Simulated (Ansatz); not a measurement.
# Electron scattering at the Σ11 (332) boundary in bcc Mo, part 3 of 3

Aim: the relaxed structure and the specific resistance of the Σ11 (332) boundary in bcc Mo.

Ansatz 0.2.0; Ansatz plane-wave DFT, r2SCAN, PAW files; relaxation of a bicrystal slab with its lowest layers held; PAW set soft_1 (the session's first sound run).

So far. Step 3 (Transmission across the boundary): Over the solved energies the transmission per spin lies between 1.73 and 1.75, out of 3.68 channels of the lead on average (up to 3.79). The log calls the step of a lead's potential too much. Step 4 (Specific resistance): Averaged over the energies near the Fermi level, 47.3 % of the channels pass, which makes 0.908 fΩ m².

## Step 5: Single-crystal slab for reference

The free faces cost energy too. A single-crystal slab with the same faces and held layers is relaxed, so that they cancel.

This step: Ansatz plane-wave DFT, r2SCAN, PAW files; relaxation of a single-crystal slab with its lowest layers held; PAW set soft_1 (Ansatz 0.2.0).

System of this step: Mo slab, plane (3, 3, 2). The cell holds 29 atoms: 29 Mo. Cell: a = 4.451 Å, b = 5.219 Å, c = 29.786 Å, α = 90.0°, β = 90.0°, γ = 90.0°. It derives from Mo. Vacuum lies along c.

input.yaml

```yaml
crystal:
  lattice:
    - [4.4505300808, 0.0, 0.0]
    - [0.0, 5.2187091076, 0.0]
    - [0.0, 0.0, 29.7863943232]
  atoms:
    - { symbol: Mo, position: [0.0, 0.6363636365, 0.167861875] }
    - { symbol: Mo, position: [0.5, 0.3636363638, 0.1903870134] }
    - { symbol: Mo, position: [0.0, 0.090909091, 0.2129121518] }
    - { symbol: Mo, position: [0.5, 0.8181818183, 0.2354372902] }
    - { symbol: Mo, position: [0.0, 0.5454545456, 0.2579624286] }
    - { symbol: Mo, position: [0.5, 0.2727272728, 0.280487567] }
    - { symbol: Mo, position: [0.0, 1.0e-10, 0.3030127053] }
    - { symbol: Mo, position: [0.5, 0.7272727274, 0.3255378437] }
    - { symbol: Mo, position: [0.0, 0.4545454546, 0.3480629821] }
    - { symbol: Mo, position: [0.5, 0.1818181819, 0.3705881205] }
    - { symbol: Mo, position: [0.0, 0.9090909092, 0.3931132589] }
    - { symbol: Mo, position: [0.5, 0.6363636365, 0.4156383973] }
    - { symbol: Mo, position: [0.0, 0.3636363637, 0.4381635357] }
    - { symbol: Mo, position: [0.5, 0.090909091, 0.4606886741] }
    - { symbol: Mo, position: [0.0, 0.8181818183, 0.4832138125] }
    - { symbol: Mo, position: [0.5, 0.5454545455, 0.5057389509] }
    - { symbol: Mo, position: [0.0, 0.2727272728, 0.5282640893] }
    - { symbol: Mo, position: [0.5, 1.0e-10, 0.5507892277] }
    - { symbol: Mo, position: [0.0, 0.7272727273, 0.5733143661] }
    - { symbol: Mo, position: [0.5, 0.4545454546, 0.5958395045] }
    - { symbol: Mo, position: [0.0, 0.1818181819, 0.6183646429] }
    - { symbol: Mo, position: [0.5, 0.9090909091, 0.6408897813] }
    - { symbol: Mo, position: [0.0, 0.6363636364, 0.6634149197] }
    - { symbol: Mo, position: [0.5, 0.3636363637, 0.6859400581] }
    - { symbol: Mo, position: [0.0, 0.0909090909, 0.7084651964] }
    - { symbol: Mo, position: [0.5, 0.8181818182, 0.7309903348] }
    - { symbol: Mo, position: [0.0, 0.5454545455, 0.7535154732] }
    - { symbol: Mo, position: [0.5, 0.2727272727, 0.7760406116] }
    - { symbol: Mo, position: [0.0, 0.0, 0.79856575] }
kpoints:
  mp_grid: { grid: [5, 5, 1] }
hamiltonian:
  xc: r2scan
  pseudopotentials: { kind: paw, azcp: { folder: soft_1 } }
scf:
  occupations: { method: fermi_dirac, width: 0.1 }
relax:
  f_tol: 0.03
  max_steps: 80
  constraints: [{ sites: [0, 1, 2, 3, 4] }]
```

Started as:

```bash
> ansatz run input.yaml --threads 4 --pin off --max-ram 15360MiB --backend cpu --events-out ev --progress --plain --runs-dir out
```

Numbers of over 12 decimals in the logs are rounded to 6 here.

Output:

```text
Warning: crystal.symmetry: narrowed to the stabiliser of the relax constraints — unitary ops 4 → 2; lowered at sites 0, 1, 2, 3, 4, 24, 25, 26, 27, 28 (the operations that carried what is held of a site onto what its image site leaves free; the constrained walk keeps no symmetry that its constraints do not admit)
[...]
Crystal: 29 atoms, lattice volume = 691.819 Å³
Basis set: ecut = 500 eV, 17603 PW (Γ), exchange–correlation on 144×160×900 points (64 copies of the dense FFT grid, shifted against one another)
Bands: 244, of which v1, the nominal top of the filled ones, is band 203 counted from 1 (202 counted from 0)
Symmetry: 2 space group operations
k-points: 9 of 25 (time reversal used)
[...]
SCF iter   1: F=—  HF=-144068.748464 eV  |F-HF|=—  |Δ(HF+E_count)|=         —  Δρ=8.67e-2  dr2=2.92e2  dr2_τ=1.90e0  ethr=3.10e-3  ⟨swp⟩=8.3  Hψ=10188  notcnv=0
[...]
SCF iter   9: F=-144051.097712 eV  HF=-144051.097723 eV  |F-HF|=1.09e-5  |Δ(HF+E_count)|=   1.15e-5  Δρ=2.74e-5  dr2=1.58e-5  dr2_τ=7.29e-7  ethr=5.54e-9  ⟨swp⟩=5.4  Hψ=8121  notcnv=0
SCF 1 converged in 9 iterations: F = -144051.097712 eV  dr2 = 1.58e-5
[...]
relax step   1: F+E_penalty+E_count = -144051.09771233 eV  Δ(F+E_penalty+E_count) = +0.000e0 eV  max|allowed force component| = 2.253e0 eV/Å  Δτ_max = 0.0000 Å  (9 SCF iters, dr2 threshold 2.25e-5 eV, accepted)
[...]
SCF iter   7: F=-144051.559468 eV  HF=-144051.559482 eV  |F-HF|=1.36e-5  |Δ(HF+E_count)|=   4.10e-5  Δρ=4.07e-5  dr2=2.73e-5  dr2_τ=3.23e-6  ethr=2.46e-8  ⟨swp⟩=3.0  Hψ=7689  notcnv=0
SCF 2 converged in 7 iterations: F = -144051.559468 eV  dr2 = 2.73e-5
[...]
relax step   2: F+E_penalty+E_count = -144051.55946838 eV  Δ(F+E_penalty+E_count) = -4.618e-1 eV  max|allowed force component| = 3.414e-1 eV/Å  Δτ_max = 0.1999 Å  (7 SCF iters, dr2 threshold 1.00e-4 eV, accepted)
SCF iter   1: F=—  HF=-144050.955099 eV  |F-HF|=—  |Δ(HF+E_count)|=         —  Δρ=4.52e-3  dr2=8.54e-1  dr2_τ=1.20e0  ethr=4.40e-4  ⟨swp⟩=3.9  Hψ=4469  notcnv=0
[...]
SCF iter   7: F=-144051.583825 eV  HF=-144051.583826 eV  |F-HF|=1.26e-6  |Δ(HF+E_count)|=   8.33e-6  Δρ=1.41e-5  dr2=2.84e-6  dr2_τ=2.84e-7  ethr=1.79e-9  ⟨swp⟩=5.1  Hψ=7705  notcnv=0
SCF 3 converged in 7 iterations: F = -144051.583825 eV  dr2 = 2.84e-6
[...]
relax step   3: F+E_penalty+E_count = -144051.58382502 eV  Δ(F+E_penalty+E_count) = -2.436e-2 eV  max|allowed force component| = 1.203e-1 eV/Å  Δτ_max = 0.0736 Å  (7 SCF iters, dr2 threshold 7.28e-6 eV, accepted)
[...]
relax step   4: F+E_penalty+E_count = -144051.58717638 eV  Δ(F+E_penalty+E_count) = -3.351e-3 eV  max|allowed force component| = 4.000e-2 eV/Å  Δτ_max = 0.0187 Å  (6 SCF iters, dr2 threshold 9.05e-7 eV, accepted)
SCF iter   1: F=—  HF=-144051.578494 eV  |F-HF|=—  |Δ(HF+E_count)|=         —  Δρ=3.85e-4  dr2=1.35e-3  dr2_τ=1.52e-2  ethr=5.22e-6  ⟨swp⟩=2.1  Hψ=3460  notcnv=0
[...]
SCF iter   6: F=-144051.587424 eV  HF=-144051.587424 eV  |F-HF|=2.39e-8  |Δ(HF+E_count)|=   1.26e-7  Δρ=2.31e-6  dr2=4.13e-8  dr2_τ=1.55e-9  ethr=2.46e-11  ⟨swp⟩=6.0  Hψ=8298  notcnv=0
SCF 5 converged in 6 iterations: F = -144051.587424 eV  dr2 = 4.13e-8
relax step   5: F+E_penalty+E_count = -144051.58742392 eV  Δ(F+E_penalty+E_count) = -2.475e-4 eV  max|allowed force component| = 9.019e-3 eV/Å  Δτ_max = 0.0051 Å  (6 SCF iters, accepted)
[...]
SCF iter   2: F=-144051.587424 eV  HF=-144051.587424 eV  |F-HF|=4.89e-9  |Δ(HF+E_count)|=   3.09e-9  Δρ=1.18e-6  dr2=1.08e-8  dr2_τ=9.97e-10  ethr=1.01e-11  ⟨swp⟩=5.0  Hψ=6908  notcnv=0
SCF 6 converged in 2 iterations: F = -144051.587424 eV  dr2 = 1.08e-8
SCF converged after 2 iterations
Free energy (F): -144051.587424 eV
[...]
Internal energy: -144050.927168 eV  (E = F + TS)
E sigma→0 (E₀):  -144051.257296 eV
Entropy (-TS):   -0.660256 eV (-22.767 meV/atom)
Fermi energy:    12.485359 eV
[...]
--- Forces (eV/Å), atoms counted from 1 ---
  atom   1  Mo     0.00000000    -0.50752149     2.23548865
  atom   2  Mo     0.00000000     0.90559536     0.61171331
  atom   3  Mo     0.00000000    -0.54943085    -0.23562667
  atom   4  Mo     0.00000000     0.06539927    -1.36373660
  atom   5  Mo     0.00000000     0.07785133    -1.24560596
  atom   6  Mo     0.00000000     0.00062998    -0.00140216
  atom   7  Mo     0.00000000     0.00278964     0.00200785
  atom   8  Mo     0.00000000    -0.00264800    -0.00363144
  atom   9  Mo     0.00000000    -0.00120618     0.00268744
  atom  10  Mo     0.00000000    -0.00022694    -0.00763373
  atom  11  Mo     0.00000000     0.00319545     0.00327917
  atom  12  Mo     0.00000000    -0.00631388    -0.00509666
  atom  13  Mo     0.00000000     0.00150036     0.00814879
  atom  14  Mo     0.00000000     0.00102147    -0.00876646
  atom  15  Mo     0.00000000     0.00791164     0.00221893
  atom  16  Mo     0.00000000    -0.00837133    -0.00055959
  atom  17  Mo     0.00000000     0.00387530     0.00881182
  atom  18  Mo     0.00000000     0.00122473    -0.00433238
  atom  19  Mo     0.00000000     0.00351443     0.00357790
  atom  20  Mo     0.00000000    -0.00696387     0.00333688
  atom  21  Mo     0.00000000     0.00915407     0.00875639
  atom  22  Mo     0.00000000     0.00016277    -0.00143162
  atom  23  Mo     0.00000000    -0.00368073    -0.00745234
  atom  24  Mo     0.00000000     0.00437483     0.00450415
  atom  25  Mo     0.00000000    -0.00001205    -0.00346212
  atom  26  Mo     0.00000000    -0.00496714    -0.00123847
  atom  27  Mo     0.00000000     0.00265683     0.00329335
  atom  28  Mo     0.00000000    -0.00083616    -0.00783854
  atom  29  Mo     0.00000000     0.00214395     0.00013581
  max |Σ_I F_I| component: 8.23e-4 eV/Å
--- Relaxed structure (5 steps of the walk, 5 accepted, 0 SCFs on fresh bases) ---
  F+E_penalty+E_count = -144051.58742392 eV   max|allowed force component| = 9.019e-3 eV/Å
  atoms:
    - { symbol: Mo, position: [0.0, 0.636364, 0.167862] }
    - { symbol: Mo, position: [0.5, 0.363636, 0.190387] }
    - { symbol: Mo, position: [0.0, 0.090909, 0.212912] }
    - { symbol: Mo, position: [0.5, 0.818182, 0.235437] }
    - { symbol: Mo, position: [0.0, 0.545455, 0.257962] }
    - { symbol: Mo, position: [0.5, 0.276576, 0.278676] }
    - { symbol: Mo, position: [0.0, -0.000129584, 0.302059] }
    - { symbol: Mo, position: [0.5, 0.729629, 0.324853] }
    - { symbol: Mo, position: [0.0, 0.455223, 0.347985] }
    - { symbol: Mo, position: [0.5, 0.183401, 0.370058] }
    - { symbol: Mo, position: [0.0, 0.909448, 0.392801] }
    - { symbol: Mo, position: [0.5, 0.639006, 0.415647] }
    - { symbol: Mo, position: [0.0, 0.365995, 0.437963] }
    - { symbol: Mo, position: [0.5, 0.093261, 0.460543] }
    - { symbol: Mo, position: [0.0, 0.820866, 0.483180] }
    - { symbol: Mo, position: [0.5, 0.548363, 0.505841] }
    - { symbol: Mo, position: [0.0, 0.276102, 0.528217] }
    - { symbol: Mo, position: [0.5, 0.00268537, 0.550496] }
    - { symbol: Mo, position: [0.0, 0.733735, 0.573241] }
    - { symbol: Mo, position: [0.5, 0.458768, 0.595960] }
    - { symbol: Mo, position: [0.0, 0.186795, 0.617797] }
    - { symbol: Mo, position: [0.5, 0.911841, 0.641575] }
    - { symbol: Mo, position: [0.0, 0.643260, 0.664303] }
    - { symbol: Mo, position: [0.5, 0.364325, 0.687052] }
    - { symbol: Mo, position: [0.0, 0.097911, 0.709360] }
    - { symbol: Mo, position: [0.5, 0.818205, 0.733766] }
    - { symbol: Mo, position: [0.0, 0.559795, 0.752674] }
    - { symbol: Mo, position: [0.5, 0.273831, 0.771979] }
    - { symbol: Mo, position: [0.0, 0.017866, 0.790996] }
```

Elapsed: 8.9 min, on 4 threads of Arm Neoverse V1, shared host; peak memory 5.1 GiB; 35 min of CPU time.

The steps of the relaxation:

| step | energy less that of the first step (eV) | largest force component (eV/Å) |
| --- | --- | --- |
| 1 | 0.0000 | 2.2530 |
| 2 | -0.4618 | 0.3414 |
| 3 | -0.4861 | 0.1203 |
| 4 | -0.4895 | 0.0400 |
| 5 | -0.4897 | 0.0090 |

The atoms that moved most (Å):

| atom | dx | dy | dz | length |
| --- | --- | --- | --- | --- |
| Mo29 | 0.000 | 0.093 | -0.225 | 0.244 |
| Mo28 | 0.000 | 0.006 | -0.121 | 0.121 |
| Mo26 | 0.000 | 0.000 | 0.083 | 0.083 |
| Mo27 | 0.000 | 0.075 | -0.025 | 0.079 |
| Mo6 | 0.000 | 0.020 | -0.054 | 0.058 |
| Mo25 | 0.000 | 0.037 | 0.027 | 0.045 |
| Mo23 | 0.000 | 0.036 | 0.026 | 0.045 |
| Mo19 | 0.000 | 0.034 | -0.002 | 0.034 |

The relaxed structure:

```
Mo
1.0
     4.45053    0.00000    0.00000
     0.00000    5.21871    0.00000
     0.00000    0.00000   29.78639
Mo
29
Direct
  0.00000 0.63636 0.16786
  0.50000 0.36364 0.19039
  0.00000 0.09091 0.21291
  0.50000 0.81818 0.23544
  0.00000 0.54545 0.25796
  0.50000 0.27658 0.27868
  0.00000 0.99987 0.30206
  0.50000 0.72963 0.32485
  0.00000 0.45522 0.34799
  0.50000 0.18340 0.37006
  0.00000 0.90945 0.39280
  0.50000 0.63901 0.41565
  0.00000 0.36600 0.43796
  0.50000 0.09326 0.46054
  0.00000 0.82087 0.48318
  0.50000 0.54836 0.50584
  0.00000 0.27610 0.52822
  0.50000 0.00269 0.55050
  0.00000 0.73373 0.57324
  0.50000 0.45877 0.59596
  0.00000 0.18679 0.61780
  0.50000 0.91184 0.64158
  0.00000 0.64326 0.66430
  0.50000 0.36432 0.68705
  0.00000 0.09791 0.70936
  0.50000 0.81820 0.73377
  0.00000 0.55979 0.75267
  0.50000 0.27383 0.77198
  0.00000 0.01787 0.79100
```

This step gave:

- free energy: -144051.5874 eV
- energy at zero smearing: -144051.2573 eV
- Fermi energy: 12.49 eV

The largest force component on a free atom ends at 0.0090 eV/Å, under the tolerance of 0.03, after 5 steps.

## Step 6: Bulk reference

The perfect crystal gives the energy per atom, for the atoms by which bicrystal and slab differ.

This step: Ansatz plane-wave DFT, r2SCAN, PAW files; bulk reference; PAW set soft_1 (Ansatz 0.2.0).

System of this step: Mo. Symmetry: Im-3m, No. 229, cubic system. The conventional cell has a = 3.147 Å, b = 3.147 Å, c = 3.147 Å, α = 90.00°, β = 90.00°, γ = 90.00°. Nearest to Mo lie 8 Mo at 2.73 Å.

input.yaml, the sections that differ from step 5:

```yaml
crystal:
  lattice:
    - [-1.5735, 1.5735, 1.5735]
    - [1.5735, -1.5735, 1.5735]
    - [1.5735, 1.5735, -1.5735]
  atoms:
    - { symbol: Mo, position: [0.0, 0.0, 0.0] }
kpoints:
  mp_grid: { grid: [19, 19, 19] }
# hamiltonian, scf: as in step 5
# relax: removed
```

Output:

```text
[...]
Crystal: 1 atoms, lattice volume = 15.583 Å³
Basis set: ecut = 500 eV, 381 PW (Γ), exchange–correlation on 80×80×80 points (64 copies of the dense FFT grid, shifted against one another)
Bands: 11, of which v1, the nominal top of the filled ones, is band 7 counted from 1 (6 counted from 0)
Symmetry: 48 space group operations
[...]
k-points: 220 of 6859
[...]
SCF iter   1: F=—  HF=-4968.080219 eV  |F-HF|=—  |Δ(HF+E_count)|=         —  Δρ=1.04e-1  dr2=1.74e0  dr2_τ=4.35e-2  ethr=3.10e-3  ⟨swp⟩=5.0  Hψ=14073  notcnv=0
[...]
SCF iter   6: F=-4967.634890 eV  HF=-4967.634890 eV  |F-HF|=3.50e-8  |Δ(HF+E_count)|=   8.35e-7  Δρ=2.23e-5  dr2=6.47e-8  dr2_τ=2.13e-9  ethr=7.14e-10  ⟨swp⟩=1.0  Hψ=7158  notcnv=0
SCF 1 converged in 6 iterations: F = -4967.634890 eV  dr2 = 6.47e-8
[...]
SCF converged after 6 iterations
Free energy (F): -4967.634890 eV
[...]
Internal energy: -4967.615880 eV  (E = F + TS)
E sigma→0 (E₀):  -4967.625385 eV
Entropy (-TS):   -0.019011 eV (-19.011 meV/atom)
Fermi energy:    21.107666 eV
[...]
```

It took 1.4 s on 4 threads; peak memory 0.33 GiB; 4.8 s of CPU time.

This step gave:

```yaml
free_energy: -4967.6349 eV
energy_at_zero_smearing: -4967.6254 eV
fermi_energy: 21.11 eV
```

## Step 7: Boundary energy

This step: Ansatz plane-wave DFT, r2SCAN, PAW files; bicrystal less single-crystal slab less bulk atoms, a boundary area; PAW set soft_1 (Ansatz 0.2.0).

This step gave:

```
excess energy of the cell : 2.845 eV
boundary energy           : 1.962 J/m²
```

The boundary costs 2.0 J/m².

By hand: 2.84 eV / 23.23 Å² × 16.02 = 1.96 J/m².

## Step 8: Summary of results

```
specific resistance of the boundary : 0.908 fΩ m²
share of channels that pass         : 0.473
boundary energy                     : 1.96 J/m²
```

The boundary has a specific resistance of 0.91 fΩ m² and an energy of 2.0 J/m². The boundary reflects 53 % of the channels; 0.91 fΩ m² is 9.1×10⁻¹² Ω·cm². That equals the resistance of 16 nm of bulk Mo at 300 K (measured 5.52 µΩ cm, CRC Handbook of Chemistry and Physics, 84th ed., 2003, Electrical Resistivity of Pure Metals). One starting structure was relaxed; another shift or atom count at the boundary may lie lower. A lead's potential steps by up to 32 meV from period to period, which the log calls too much, so longer leads could move the result.

[Logs are printed without paths, hosts, clocks, repeated set-up lines and the standing remarks that a program may print on its own settings, such as how far it seeks lower states.]

[Hosts, paths, dates, database ids (printed as entryN), source tags and the programs' standing remarks are cut or masked in the printed files.]
